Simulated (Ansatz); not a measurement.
Rows from a G0W0 calculation on BaTiO3 (R3m) (Ansatz 0.2.0; G0W0 on LDA, plane waves, PAW; 4×4×4 mesh, 83 empty bands, screening to 69 eV), in eV. Spin-orbit coupling is left out.

```csv
row,k,band,start,Σx,Σc at the solution,Vxc
A,"(-0.500, -0.500, -0.500)",v2,9.803,-25.738,4.924,-20.882
B,Γ,c1,12.172,-13.031,-5.767,-20.666
C,"(-0.500, -0.500, -0.500)",c2,14.322,-14.707,-7.277,-23.919
D,"(-0.500, -0.500, -0.500)",c1,14.173,-14.610,-7.190,-23.724
E,"(-0.500, -0.500, -0.500)",v1,9.818,-25.763,4.935,-20.895
F,Γ,v1,9.467,-25.774,4.479,-21.434
```

Work out each quasiparticle level and how far it moved.

The quasiparticle equation reads E = start + Σx + Σc(E) − Vxc.

```csv
row,E (eV),shift (eV)
A,9.871,+0.068
B,14.041,+1.869
C,16.257,+1.935
D,16.097,+1.924
E,9.885,+0.067
F,9.606,+0.139
```

The gap over the computed points goes from 2.35 eV to 4.16 eV.

Limits: not at the basis limit; no spin-orbit coupling; coarse k mesh.

[Paths, hosts, dates, memory and timing lines, banners, echoed tables and standing remarks are left out of the program output.]

[Logs are printed without paths, hosts, clocks, repeated set-up lines and the standing remarks that a program may print on its own settings, such as how far it seeks lower states.]

[Runs of the session that timed out or met a known fault of the program may be left out.]

[Cells called generated may have been cut or substituted from an entry of the Crystallography Open Database or the Materials Project.]

[Hosts, paths, dates, database ids (printed as entryN), source tags and the programs' standing remarks are cut or masked in the printed files.]
